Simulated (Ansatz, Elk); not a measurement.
## How far do independent atoms describe BaLiGe?

The structure of BaLiGe used here is made up (a known structure type with other elements) and was relaxed beforehand with PBE. The aim is the Fourier transform of its all-electron density, F(hkl), set beside the sum over free spherical atoms that refinements use.

Method: DFT, PBE, all-electron APW+lo, Dirac cores, scalar-relativistic bands, static density, no spin, in Elk 11.2.3 (patched build).

The structure was built from a prototype and need not be the compound's stable phase.

## Step 1: The structure

The structure is hexagonal, space group P-6m2 (No. 187). The conventional cell has a = 4.965 Å, b = 4.965 Å, c = 3.999 Å, α = 90.00°, β = 90.00°, γ = 120.00°. Nearest to Ba lie 6 Li at 3.50 Å and 6 Ge at 3.50 Å. Nearest to Ge lie 3 Li at 2.87 Å and 6 Ba at 3.50 Å. Nearest to Li lie 3 Ge at 2.87 Å and 6 Ba at 3.50 Å. Farther neighbours are not listed.

## Step 2: Ground state and structure factors

An all-electron density is needed, since X-rays see the cores too. Task 0 finds the density and task 195 Fourier-transforms it; tshift is off so that phases refer to the origin typed.

Contents of elk.in:

```
tasks
  0
  195

xctype
  20

spinpol
  .false.

rgkmax
  7.0

gmaxvr
  14.0

lmaxo
  7

lmaxapw
  8

swidth
  0.002

tshift
  .false.

ramdisk
  .false.

hmaxvr
  5.5

maxscl
  120

epspot
  1e-06

sppath
  './'

avec
  9.38317940457 0.00000000000 0.00000000000
  -4.69158970228 8.12607173262 0.00000000000
  0.00000000000 0.00000000000 7.55691429649

atoms
  3
  'Ba.in'
  1
  0.6666666667 0.3333333333 0.0000000000   0.000000 0.000000 0.000000
  'Ge.in'
  1
  0.3333333333 0.6666666667 0.5000000000   0.000000 0.000000 0.000000
  'Li.in'
  1
  -0.0000000000 -0.0000000000 0.5000000000   0.000000 0.000000 0.000000

ngridk
  5 5 6
```

The run is started by

```console
$ OMP_NUM_THREADS=4 elk
```

Numbers of over 12 decimals in the logs are rounded to 6 here.

The log of the run:

```text
┌─────────────────────────┐
│ Elk code version 11.2.3 │
└─────────────────────────┘

All units are atomic (Hartree, Bohr, etc.)

┌─────────────────────────────────────────────────┐
│ Ground-state run starting from atomic densities │
└─────────────────────────────────────────────────┘

Lattice vectors :
   9.383179405       0.000000000       0.000000000
  -4.691589702       8.126071733       0.000000000
   0.000000000       0.000000000       7.556914296

Reciprocal lattice vectors :
  0.6696222076      0.3866065618      -0.000000000
   0.000000000      0.7732131236       0.000000000
   0.000000000      -0.000000000      0.8314485332

Unit cell volume      :    576.2025403
Brillouin zone volume :   0.4304913569

Muffin-tin inner radius fraction :   0.1000000000E-01

Nuclei treated as point charges

Species : 1 (Ba)
 parameters loaded from : Ba.in
 name : barium
 nuclear charge    :   -56.00000000
 electronic charge :    56.00000000
 atomic mass :    250331.8071
 muffin-tin radius :    2.800000000
 number of radial points in muffin-tin :   1393
 inner part over the whole radius :   0.9950032293E-02
 number on inner part of muffin-tin    :    996
 approximate nuclear radius :   0.9171481901E-04
 number of mesh points to nuclear radius :    504
 atomic positions (lattice), magnetic fields (Cartesian) :
  1 :   0.66666667  0.33333333  0.00000000    0.00000000  0.00000000  0.00000000

Species : 2 (Ge)
 parameters loaded from : Ge.in
 name : germanium
 nuclear charge    :   -32.00000000
 electronic charge :    32.00000000
 atomic mass :    132414.6196
 muffin-tin radius :    2.400000000
 number of radial points in muffin-tin :    993
 inner part over the whole radius :   0.9906635991E-02
 number on inner part of muffin-tin    :    702
 approximate nuclear radius :   0.7637961215E-04
 number of mesh points to nuclear radius :    340
 atomic positions (lattice), magnetic fields (Cartesian) :
  1 :   0.33333333  0.66666667  0.50000000    0.00000000  0.00000000  0.00000000

Species : 3 (Li)
 parameters loaded from : Li.in
 name : lithium
 nuclear charge    :   -3.000000000
 electronic charge :    3.000000000
 atomic mass :    12652.66898
 muffin-tin radius :    1.800000000
 number of radial points in muffin-tin :    593
 inner part over the whole radius :   0.9806707936E-02
 number on inner part of muffin-tin    :    401
 approximate nuclear radius :   0.4000070961E-04
 number of mesh points to nuclear radius :    148
 atomic positions (lattice), magnetic fields (Cartesian) :
  1 :   0.00000000  0.00000000  0.50000000    0.00000000  0.00000000  0.00000000

Total number of atoms per unit cell :    3
Total muffin-tin volume :    174.2871828
 ratio of muffin-tin to unit cell volume :   0.3024755544

Spin treatment :
 spin-unpolarised

Number of Bravais lattice symmetries :   24
Number of crystal symmetries         :   12
Crystal has no inversion symmetry
Complex Hermitian eigensolver will be used

k-point grid :      5     5     6
k-point offset :    0.000000000       0.000000000       0.000000000
k-point set is reduced with full crystal symmetry group
Total number of k-points :       28

Muffin-tin radius times maximum |G+k| :    7.000000000
 using average radius
Maximum |G+k| for APW functions       :    3.000000000
Maximum (1/2)|G+k|²                   :    4.500000000
Maximum |G| for potential and density :    14.00000000
Constant for pseudocharge density :   10
 order of it for each species :   17  17  17
 order of it for pair densities of each species (exact exchange by exxq0 0: 18) :   14  10   4
Radial integration step length :    1

G-vector grid sizes :     42    42    35
Number of G-vectors :    26649

Maximum angular momentum used for
 APW functions            :    8
 outer part of muffin-tin :    7
 inner part of muffin-tin :    2

Total nuclear charge    :   -91.00000000
Total core charge       :    54.00000000
Total valence charge    :    37.00000000
Total excess charge     :    0.000000000
Total electronic charge :    91.00000000

[...]
Density of states at Fermi energy :    7.590584173
 (states/Hartree/unit cell)

Estimated indirect band gap :   0.2411329021E-02
 from k-point 22 to k-point 8
Estimated direct band gap   :   0.2089949836E-01
 at k-point 8

Charges :
 core                        :    54.00000000
 valence                     :    37.00000000
 interstitial                :    4.746727365
 muffin-tins (core leakage)
  species : 1 (Ba)
   atom 1                    :    53.62917568     (  0.5136867252E-05)
  species : 2 (Ge)
   atom 1                    :    30.49526522     (  0.3377183693E-03)
  species : 3 (Li)
   atom 1                    :    2.128831734     (   0.000000000    )
 total in muffin-tins        :    86.25327263
 total calculated charge     :    90.99960855
 total charge                :    91.00000000
 error                       :   0.3914497454E-03

RMS change in Kohn-Sham potential (target) :    6.334413993     (  0.1000000000E-05)
Absolute change in total energy (target)   :    2.935172829     (  0.1000000000E-03)

[... loops 3 to 14 left out ...]

┌──────────────────┐
│ Loop number : 15 │
└──────────────────┘

Energies :
 Fermi                       :     0.172786
 sum of occupied eigenvalues :     -6224.5632895399
 electron kinetic            :      10839.076001168
 core electron kinetic       :      10409.721937644
 Coulomb                     :     -20805.105111501
 Coulomb potential           :     -16698.459209406
 nuclear-nuclear             :     -880.15680022088
 electron-nuclear            :     -23163.618767582
 Hartree                     :      3238.6704563017
 Madelung                    :     -12455.875506798
 xc potential                :     -365.18008130232
 exchange                    :     -275.31038731735
 correlation                 :     -4.688576
 electron entropic           :    -0.20408211732805E-03
 total energy                :     -10246.028277988

Density of states at Fermi energy :    12.70100021
 (states/Hartree/unit cell)

Estimated indirect band gap :   0.7066655357E-02
 from k-point 15 to k-point 22
Estimated direct band gap   :   0.2153766758E-01
 at k-point 9

Charges :
 core                        :    54.00000000
 valence                     :    37.00000000
 interstitial                :    4.738300778
 muffin-tins (core leakage)
  species : 1 (Ba)
   atom 1                    :    53.70975857     (  0.5060594106E-05)
  species : 2 (Ge)
   atom 1                    :    30.41828102     (  0.3307060343E-03)
  species : 3 (Li)
   atom 1                    :    2.133659635     (   0.000000000    )
 total in muffin-tins        :    86.26169922
 total calculated charge     :    90.99962381
 total charge                :    91.00000000
 error                       :   0.3761918670E-03

RMS change in Kohn-Sham potential (target) :   0.2766128921E-06 (  0.1000000000E-05)
Absolute change in total energy (target)   :   0.2443042831E-04 (  0.1000000000E-03)

Convergence targets achieved

┌──────────────────┐
│ Loop number : 16 │
└──────────────────┘

Energies :
 Fermi                       :     0.172786
 sum of occupied eigenvalues :     -6224.5632901100
 electron kinetic            :      10839.076000960
 core electron kinetic       :      10409.721937465
 Coulomb                     :     -20805.105112356
 Coulomb potential           :     -16698.459209675
 nuclear-nuclear             :     -880.15680022088
 electron-nuclear            :     -23163.618769001
 Hartree                     :      3238.6704568668
 Madelung                    :     -12455.875507518
 xc potential                :     -365.18008139573
 exchange                    :     -275.31038734714
 correlation                 :     -4.688576
 electron entropic           :    -0.20408183155218E-03
 total energy                :     -10246.028279080

Density of states at Fermi energy :    12.70097999
 (states/Hartree/unit cell)

Estimated indirect band gap :   0.7066652579E-02
 from k-point 15 to k-point 22
Estimated direct band gap   :   0.2153767766E-01
 at k-point 9

Charges :
 core                        :    54.00000000
 valence                     :    37.00000000
 interstitial                :    4.738300767
 muffin-tins (core leakage)
  species : 1 (Ba)
   atom 1                    :    53.70975856     (  0.5060593352E-05)
  species : 2 (Ge)
   atom 1                    :    30.41828104     (  0.3307060330E-03)
  species : 3 (Li)
   atom 1                    :    2.133659641     (   0.000000000    )
 total in muffin-tins        :    86.26169923
 total calculated charge     :    90.99962381
 total charge                :    91.00000000
 error                       :   0.3761918703E-03

┌──────────────────────────────┐
│ Self-consistent loop stopped │
└──────────────────────────────┘

Warning : core states of species 2 leak from the muffin-tin :   0.3307060330E-03

Wrote STATE.OUT
```

Wall time 20 s (4 threads of Intel Xeon Platinum 8375C at 2.90GHz (Ice Lake), shared host); peak memory 0.17 GiB.

SFACRHO.OUT:

```text

h k l indices transformed by vhmat matrix:
   1.000000000       0.000000000       0.000000000    
   0.000000000       1.000000000       0.000000000    
   0.000000000       0.000000000       1.000000000    

      h      k      l  multipl.   |H|            Re(F)            Im(F)           |F|

      0      0      0      1   0.0000000       90.999999      0.28750783E-16   90.999999    
      0     -1      0      3  0.77321312      -37.512555      -18.289016       41.733439    
     -1      0      0      3  0.77321312      -37.512555       18.289016       41.733439    
      0      0      1      2  0.83144853       18.547388      0.29211383E-13   18.547388    
      1     -1      1      6   1.1354141      -11.811778       63.445272       64.535422    
      0     -1     -1      6   1.1354141      -11.811778      -63.445272       64.535422    
      2     -1      0      6   1.3392444       71.471967      0.12100543E-07   71.471967    
      2     -2      0      3   1.5464262      -31.742011      -15.917143       35.509305    
     -2      2      0      3   1.5464262      -31.742011       15.917143       35.509305    
     -2      1      1     12   1.5763509       16.557721     -0.41769624E-07   16.557721    
      0      0     -2      2   1.6628971       66.872618      0.51308529E-13   66.872618    
     -2      0      1      6   1.7557736      -10.311324      -55.224937       56.179329    
      0     -2     -1      6   1.7557736      -10.311324       55.224937       56.179329    
      1     -1      2      6   1.8338716      -29.828572       14.746321       33.274580    
      0     -1      2      6   1.8338716      -29.828572      -14.746321       33.274580    
     -2      3      0      6   2.0457296      -28.470649      -14.203773       31.817055    
      3     -2      0      6   2.0457296      -28.470649       14.203773       31.817055    
     -2      1      2     12   2.1351352       60.336504     -0.10109111E-07   60.336504
```

Elk indexes on the primitive cell of elk.in and gives |H| = 4π sin θ/λ in inverse bohr. Below, one row stands for each form hkl of the conventional cell (m members, Friedel mates merged), F is for one primitive cell and the density is static (no thermal factor). Free-atom factors are Waasmaier and Kirfel's, and R is Σm||F|−|F'||/Σm|F|.

```csv
hkl,m,sin θ/λ (Å⁻¹),"abs F, DFT",neutral atoms,diff.,abs of complex diff.
100,6,0.116,41.733,41.622,+0.111,0.146
001,2,0.125,18.547,18.917,-0.369,0.369
101,12,0.171,64.535,64.435,+0.101,0.115
110,6,0.201,71.472,71.743,-0.271,0.271
200,6,0.233,35.509,35.453,+0.056,0.234
111,12,0.237,16.558,16.336,+0.221,0.221
002,2,0.250,66.873,66.869,+0.003,0.003
201,12,0.264,56.179,56.314,-0.135,0.170
102,12,0.276,33.275,33.297,-0.022,0.053
210,12,0.308,31.817,31.843,-0.026,0.131
112,12,0.321,60.337,60.425,-0.088,0.088
211,24,0.332,51.055,51.143,-0.088,0.098
202,12,0.342,30.435,30.425,+0.011,0.059
300,6,0.349,57.981,58.118,-0.137,0.138
301,12,0.371,13.928,13.853,+0.075,0.077
003,2,0.375,13.817,13.799,+0.018,0.018
103,12,0.393,47.009,47.059,-0.050,0.051
212,24,0.397,28.357,28.362,-0.005,0.046
220,6,0.403,53.839,53.928,-0.089,0.089
310,12,0.419,27.585,27.578,+0.007,0.027
221,12,0.422,13.366,13.317,+0.049,0.049
113,12,0.426,13.319,13.280,+0.039,0.039
```

## Step 3: The highest occupied states alone

An energy window below the Fermi level keeps the highest occupied states, to see at which angles they scatter; shallow core shells can lie inside it and anion s states outside. No new self-consistency is needed.

elk.in, as its differences from that of step 2:

```diff
@@ -1,3 +1,2 @@
 tasks
-  0
   195
@@ -40,2 +39,5 @@
 
+wsfac
+  -0.378450 0.472790
+
 sppath
```

The run is started by

```console
$ OMP_NUM_THREADS=4 elk
```

The log of the run:

```text
┌─────────────────────────────────┐
│ Elk code version 11.2.3 started │
└─────────────────────────────────┘

Info(readinput): the functional depends on the density's gradient
 muffin-tin radial points multiplied by    2.00000
 (not where nrmtscf is given)

┌────────────────────┐
│ Current task : 195 │
└────────────────────┘

Info(sfacrho): density structure factors written to SFACRHO.OUT

 Energy window :  -0.3784500000      0.4727900000

┌──────────────────┐
│ Elk code stopped │
└──────────────────┘
```

The job ended after 6.5 s (4 threads; peak memory 0.16 GiB; 8.3 s of CPU time).

States within 15 eV below the Fermi level hold 13.00 electrons; any levels below the window count with the cores. Their amplitudes can exceed the total, where window and core parts have opposite phase:

```csv
hkl,sin θ/λ (Å⁻¹),"abs F, window","abs F, all"
100,0.116,3.326,41.733
001,0.125,1.339,18.547
101,0.171,2.907,64.535
110,0.201,1.718,71.472
200,0.233,0.936,35.509
111,0.237,0.814,16.558
002,0.250,0.739,66.873
201,0.264,0.349,56.179
102,0.276,0.232,33.275
210,0.308,0.135,31.817
```

[end of part 1 of 2]

[Logs are printed without paths, hosts, clocks, repeated set-up lines and the standing remarks that a program may print on its own settings, such as how far it seeks lower states.]

[Hosts, paths, dates, database ids (printed as entryN), source tags and the programs' standing remarks are cut or masked in the printed files.]
